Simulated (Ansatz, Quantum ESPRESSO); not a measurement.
# BaLiF3 (Pm-3m): third-order response

Aim: Raman and infrared lines of BaLiF3 (Pm-3m).

Program: Quantum ESPRESSO 8.0 development, patched. Level of theory: DFT LDA, scalar-relativistic, plane waves, PseudoDojo norm-conserving pseudopotentials. Results are calculated unless marked as measured.

**1. Set-up**

Symmetry: Pm-3m, No. 221, cubic system. The conventional cell has a = 3.989 Å, b = 3.989 Å, c = 3.989 Å, α = 90.00°, β = 90.00°, γ = 90.00°. Nearest to Ba lie 12 F at 2.82 Å. Li has 6 F at 1.99 Å nearest. Nearest to F lie 2 Li at 1.99 Å and 4 Ba at 2.82 Å. Farther neighbours and most contacts between anions are not listed.

**2. A probe with smearing**

A cheap run with smearing and empty bands tells whether the crystal has a gap, which decides between fixed occupations and smearing later on.

The input, probe.in:

```
&CONTROL
  calculation = 'scf'
  prefix      = 'x'
  outdir      = './tmp'
  pseudo_dir  = './pseudo'
  tprnfor     = .true.
  tstress     = .true.
  verbosity   = 'high'
/
&SYSTEM
  ibrav       = 1
  celldm(1)   = 7.53732693
  nat         = 5
  ntyp        = 3
  ecutwfc     = 84.0
  occupations = 'smearing'
  smearing    = 'gaussian'
  degauss     = 0.01
/
&ELECTRONS
  conv_thr         = 1.0d-07
  mixing_beta      = 0.7
  electron_maxstep = 100
/
ATOMIC_SPECIES
 Ba    137.3270  Ba.upf
 Li      6.9400  Li.upf
 F      18.9984  F.upf
ATOMIC_POSITIONS crystal
 Ba     0.000000000   0.000000000   0.000000000
 Li     0.500000000   0.500000000   0.500000000
 F      0.000000000   0.500000000   0.500000000
 F      0.500000000   0.500000000   0.000000000
 F      0.500000000   0.000000000   0.500000000
K_POINTS automatic
 4 4 4 0 0 0
```

Command:

```bash
OMP_NUM_THREADS=1 mpirun -n 4 pw.x -nk 4 -in probe.in > probe.out
```

The log of the run:

```text
[banners, grids, parts of the stress and lines that vanish by symmetry left out]
Program PWSCF v.8.0dev
     bravais-lattice index     =            1
     lattice parameter (alat)  =       7.5373  a.u.
[...]
kinetic-energy cutoff     =      84.0000  Ry
     charge density cutoff     =     336.0000  Ry
     scf convergence threshold =      1.0E-07
[...]
Exchange-correlation= SLA-PW-NOGX-NOGC
                           (   1   4   0   0   0   0   0)
[...]
48 Sym. Ops., with inversion, found
[...]
(     0          1          0      )
                  (     0          0          1      )
[...]
(  0.0000000  1.0000000  0.0000000 )
                  (  0.0000000  0.0000000  1.0000000 )
[...]
(     0         -1          0      )
                  (     0          0          1      )
[...]
( -1.0000000  0.0000000  0.0000000 )
                  (  0.0000000  1.0000000  0.0000000 )
[...]
number of k points=    10  Gaussian smearing, width (Ry)=  0.0100
[...]
End of self-consistent calculation
[...]
the Fermi energy is     7.7513 ev
!    total energy              =    -218.83596538 Ry
[...]
convergence has been achieved in   7 iterations
[...]
atom    1 type  1   force =     0.00000000    0.00000000    0.00000000
     atom    2 type  2   force =     0.00000000    0.00000000    0.00000000
     atom    3 type  3   force =     0.00000000    0.00000000    0.00000000
     atom    4 type  3   force =     0.00000000    0.00000000    0.00000000
     atom    5 type  3   force =     0.00000000    0.00000000    0.00000000
[...]
Total force =     0.000000     Total SCF correction =     0.000000
[...]
total   stress  (Ry/bohr**3)                   (kbar)     P=      -57.48
[...]
XML data file, charge density, pseudopotentials, collected wavefunctions

   JOB DONE.
```

Elapsed: 2.8 s, on 4 MPI ranks of AMD EPYC 9R45, shared host; 10 s of CPU time.

This step gave:

```yaml
volume_per_atom: 12.69 Å³
pressure: -5.748 GPa
gap_on_the_k_mesh: 6.550 eV
```

A gap of 6.6 eV opens on this mesh, so the crystal is taken as an insulator; the start stands at -5.7 GPa.

**3. Relaxing the cell and atoms**

The relaxation runs at a cutoff a fifth above that of the response, since stress converges more slowly with the basis than frequencies do. Forces and stress are brought to rest with tight thresholds.

The input, relax.in:

```
&CONTROL
  calculation   = 'vc-relax'
  prefix        = 'x'
  outdir        = './tmp'
  pseudo_dir    = './pseudo'
  tprnfor       = .true.
  tstress       = .true.
  forc_conv_thr = 2.0d-05
  etot_conv_thr = 1.0d-07
  nstep         = 40
/
&SYSTEM
  ibrav       = 1
  celldm(1)   = 7.53732693
  nat         = 5
  ntyp        = 3
  ecutwfc     = 101
  occupations = 'fixed'
  nbnd        = 19
/
&ELECTRONS
  conv_thr         = 1.0d-11
  mixing_beta      = 0.7
  electron_maxstep = 100
/
&IONS
/
&CELL
  press_conv_thr = 0.2
/
ATOMIC_SPECIES
 Ba    137.3270  Ba.upf
 Li      6.9400  Li.upf
 F      18.9984  F.upf
ATOMIC_POSITIONS crystal
 Ba     0.000000000   0.000000000   0.000000000
 Li     0.500000000   0.500000000   0.500000000
 F      0.000000000   0.500000000   0.500000000
 F      0.500000000   0.500000000   0.000000000
 F      0.500000000   0.000000000   0.500000000
K_POINTS automatic
 6 6 6 0 0 0
```

Command:

```bash
OMP_NUM_THREADS=1 mpirun -n 4 pw.x -nk 4 -in relax.in > relax.out
```

The log of the run:

```text
[banners, grids, parts of the stress and lines that vanish by symmetry left out]
[banner, memory and clock lines left out]
Program PWSCF v.8.0dev

[...]
kinetic-energy cutoff     =     101.0000  Ry
     charge density cutoff     =     404.0000  Ry
     scf convergence threshold =      1.0E-11
[...]
energy convergence thresh.=      1.0E-07
     force convergence thresh. =      2.0E-05
     press convergence thresh. =      2.0E-01
     Exchange-correlation= SLA-PW-NOGX-NOGC
                           (   1   4   0   0   0   0   0)
[...]
48 Sym. Ops., with inversion, found
[...]
number of k points=    20
[...]
End of self-consistent calculation
[...]
highest occupied, lowest unoccupied level (ev):     4.5474   11.0980
!    total energy              =    -218.83604123 Ry
[...]
convergence has been achieved in  12 iterations
[...]
atom    1 type  1   force =     0.00000000    0.00000000    0.00000000
     atom    2 type  2   force =     0.00000000    0.00000000    0.00000000
     atom    3 type  3   force =     0.00000000    0.00000000    0.00000000
     atom    4 type  3   force =     0.00000000    0.00000000    0.00000000
     atom    5 type  3   force =     0.00000000    0.00000000    0.00000000
     Total force =     0.000000     Total SCF correction =     0.000000
[...]
total   stress  (Ry/bohr**3)                   (kbar)     P=      -57.22
[...]
number of bfgs steps    =   0
[...]
CELL_PARAMETERS (alat=  7.53732693)
[...]
ATOMIC_POSITIONS (crystal)
Ba               0.0000000000        0.0000000000        0.0000000000
Li               0.5000000000        0.5000000000        0.5000000000
F                0.0000000000        0.5000000000        0.5000000000
F                0.5000000000        0.5000000000        0.0000000000
[...]
New effective cutoffs (rho, wfc):  411.71  102.95
[...]
End of self-consistent calculation
[...]
highest occupied, lowest unoccupied level (ev):     4.8826   11.4760
!    total energy              =    -218.84001970 Ry
[...]
convergence has been achieved in   7 iterations
[...]
atom    1 type  1   force =     0.00000000    0.00000000    0.00000000
     atom    2 type  2   force =     0.00000000    0.00000000    0.00000000
     atom    3 type  3   force =     0.00000000    0.00000000    0.00000000
     atom    4 type  3   force =     0.00000000    0.00000000    0.00000000
     atom    5 type  3   force =     0.00000000    0.00000000    0.00000000
     Total force =     0.000000     Total SCF correction =     0.000000
[...]
total   stress  (Ry/bohr**3)                   (kbar)     P=      -36.78
[...]
number of bfgs steps    =   1
[...]
CELL_PARAMETERS (alat=  7.53732693)
[...]
ATOMIC_POSITIONS (crystal)
[...]
New effective cutoffs (rho, wfc):  424.11  106.05
[...]
End of self-consistent calculation
[...]
highest occupied, lowest unoccupied level (ev):     5.4181   12.0691
!    total energy              =    -218.84234852 Ry
[...]
convergence has been achieved in   9 iterations
[...]
atom    1 type  1   force =     0.00000000    0.00000000    0.00000000
     atom    2 type  2   force =     0.00000000    0.00000000    0.00000000
     atom    3 type  3   force =     0.00000000    0.00000000    0.00000000
     atom    4 type  3   force =     0.00000000    0.00000000    0.00000000
[...]
Total force =     0.000000     Total SCF correction =     0.000000
[...]
total   stress  (Ry/bohr**3)                   (kbar)     P=        0.57
[...]
number of bfgs steps    =   2
[...]
CELL_PARAMETERS (alat=  7.53732693)
[...]
ATOMIC_POSITIONS (crystal)
[...]
New effective cutoffs (rho, wfc):  423.92  106.00
[...]
End of self-consistent calculation
[...]
highest occupied, lowest unoccupied level (ev):     5.4099   12.0601
!    total energy              =    -218.84234898 Ry
[...]
convergence has been achieved in   5 iterations
[...]
Total force =     0.000000     Total SCF correction =     0.000000
[...]
total   stress  (Ry/bohr**3)                   (kbar)     P=       -0.05
[...]
number of bfgs steps    =   3
[...]
small trust_radius: resetting bfgs history
[...]
CELL_PARAMETERS (alat=  7.53732693)
[...]
ATOMIC_POSITIONS (crystal)
[...]
New effective cutoffs (rho, wfc):  423.93  106.00
[...]
End of self-consistent calculation
[...]
highest occupied, lowest unoccupied level (ev):     5.4102   12.0604
!    total energy              =    -218.84234899 Ry
[...]
convergence has been achieved in   4 iterations
[...]
atom    3 type  3   force =     0.00000000    0.00000000    0.00000000
     atom    4 type  3   force =     0.00000000    0.00000000    0.00000000
     atom    5 type  3   force =     0.00000000    0.00000000    0.00000000
     Total force =     0.000000     Total SCF correction =     0.000000
[...]
total   stress  (Ry/bohr**3)                   (kbar)     P=       -0.03
[...]
bfgs converged in   5 scf cycles and   4 bfgs steps
[...]
End of BFGS Geometry Optimization
     Final enthalpy           =    -218.8423489867 Ry
     File ./tmp/x.bfgs deleted, as requested
[...]
CELL_PARAMETERS (alat=  7.53732693)
[...]
ATOMIC_POSITIONS (crystal)
[...]
F                0.5000000000        0.5000000000        0.0000000000
F                0.5000000000        0.0000000000        0.5000000000
[...]
Final scf calculation at the relaxed structure.
[...]
kinetic-energy cutoff     =     101.0000  Ry
     charge density cutoff     =     404.0000  Ry
     scf convergence threshold =      1.0E-13
[...]
press convergence thresh. =      2.0E-01
     Exchange-correlation= SLA-PW-NOGX-NOGC
                           (   1   4   0   0   0   0   0)
[...]
48 Sym. Ops., with inversion, found
[...]
number of k points=    20
[...]
End of self-consistent calculation
[...]
highest occupied, lowest unoccupied level (ev):     5.4102   12.0605
!    total energy              =    -218.84233525 Ry
[...]
convergence has been achieved in  13 iterations
[...]
atom    1 type  1   force =     0.00000000    0.00000000    0.00000000
     atom    2 type  2   force =     0.00000000    0.00000000    0.00000000
     atom    3 type  3   force =     0.00000000    0.00000000    0.00000000
     atom    4 type  3   force =     0.00000000    0.00000000    0.00000000
     atom    5 type  3   force =     0.00000000    0.00000000    0.00000000
     Total force =     0.000000     Total SCF correction =     0.000000
[...]
total   stress  (Ry/bohr**3)                   (kbar)     P=       -0.09
[...]
XML data file, charge density, pseudopotentials, collected wavefunctions
```

Run time: 24 s. Hardware: 4 MPI ranks; 97 s of CPU time.

Step by step:

```tsv
step	energy less that of the first step (eV)	largest force (eV/Å)	pressure (GPa)	volume (Å³)
1	0.0000	0.0000	-5.72	63.45
2	-0.0541	0.0000	-3.68	61.62
3	-0.0858	0.0000	0.06	58.94
4	-0.0858	0.0000	-0.01	58.98
5	-0.0858	0.0000	0.00	58.97
6	-0.0856	0.0000	-0.01	58.97
```

```tsv
conventional cell, symmetrised	before	after	change
a (Å)	3.989	3.892	-2.4 %
b (Å)	3.989	3.892	-2.4 %
c (Å)	3.989	3.892	-2.4 %
volume (Å³/atom)	12.69	11.79	-7.1 %
```

The relaxed structure:

```
Ba Li F
1.0
     3.89244    0.00000    0.00000
     0.00000    3.89244    0.00000
     0.00000    0.00000    3.89244
Ba Li F
1 1 3
Direct
  0.00000 0.00000 0.00000
  0.50000 0.50000 0.50000
  0.00000 0.50000 0.50000
  0.50000 0.50000 0.00000
  0.50000 0.00000 0.50000
```

The last row of the table of steps is pw.x's closing run on a basis chosen anew for the final cell, so its energy can jump.

Numbers from this step:

```
volume per atom   : 11.79 Å³
pressure          : -0.009 GPa
gap on the k-mesh : 6.650 eV
```

The volume changes by -7.1 % from the cell with which this run began.

**4. Ground state**

Perturbation theory inherits every error of the wavefunctions, so the threshold is set near the limit of the arithmetic. With a gap, occupations are fixed, which also allows the response to an electric field.

The input, scf.in:

```
&CONTROL
  calculation = 'scf'
  prefix      = 'x'
  outdir      = './tmp'
  pseudo_dir  = './pseudo'
  tprnfor     = .true.
  tstress     = .true.
/
&SYSTEM
  ibrav       = 1
  celldm(1)   = 7.35564648
  nat         = 5
  ntyp        = 3
  ecutwfc     = 84.0
  occupations = 'fixed'
  nbnd        = 19
/
&ELECTRONS
  conv_thr         = 1.0d-12
  mixing_beta      = 0.7
  electron_maxstep = 100
/
ATOMIC_SPECIES
 Ba    137.3270  Ba.upf
 Li      6.9400  Li.upf
 F      18.9984  F.upf
ATOMIC_POSITIONS crystal
 Ba     0.000000000   0.000000000   0.000000000
 Li     0.500000000   0.500000000   0.500000000
 F      0.000000000   0.500000000   0.500000000
 F      0.500000000   0.500000000   0.000000000
 F      0.500000000   0.000000000   0.500000000
K_POINTS automatic
 6 6 6 0 0 0
```

Command:

```bash
OMP_NUM_THREADS=1 mpirun -n 4 pw.x -nk 4 -in scf.in > scf.out
```

The log of the run:

```text
[banners, grids, parts of the stress and lines that vanish by symmetry left out]
[banner, memory and clock lines left out]
Program PWSCF v.8.0dev

[...]
kinetic-energy cutoff     =      84.0000  Ry
     charge density cutoff     =     336.0000  Ry
     scf convergence threshold =      1.0E-12
[...]
Exchange-correlation= SLA-PW-NOGX-NOGC
                           (   1   4   0   0   0   0   0)
[...]
48 Sym. Ops., with inversion, found
[...]
number of k points=    20
[...]
End of self-consistent calculation
[...]
highest occupied, lowest unoccupied level (ev):     5.4102   12.0605
!    total energy              =    -218.84226624 Ry
[...]
convergence has been achieved in  12 iterations
[...]
atom    1 type  1   force =     0.00000000    0.00000000    0.00000000
     atom    2 type  2   force =     0.00000000    0.00000000    0.00000000
     atom    3 type  3   force =     0.00000000    0.00000000    0.00000000
     atom    4 type  3   force =     0.00000000    0.00000000    0.00000000
     atom    5 type  3   force =     0.00000000    0.00000000    0.00000000
     Total force =     0.000000     Total SCF correction =     0.000000
[...]
total   stress  (Ry/bohr**3)                   (kbar)     P=       -0.12
[...]
XML data file, charge density, pseudopotentials, collected wavefunctions
```

Run time: 5.2 s. Hardware: 4 MPI ranks.

Read from the output:

```
pressure : -0.01200 GPa
```

The cell stands at -0.012 GPa, close enough for phonons.

(Part 1 of 3 ends here.)

[Host names and launcher messages were left out of these logs when they were recorded.]

[Logs are printed without paths, hosts, clocks, repeated set-up lines and the standing remarks that a program may print on its own settings, such as how far it seeks lower states.]

[Hosts, paths, dates, database ids (printed as entryN), source tags and the programs' standing remarks are cut or masked in the printed files.]
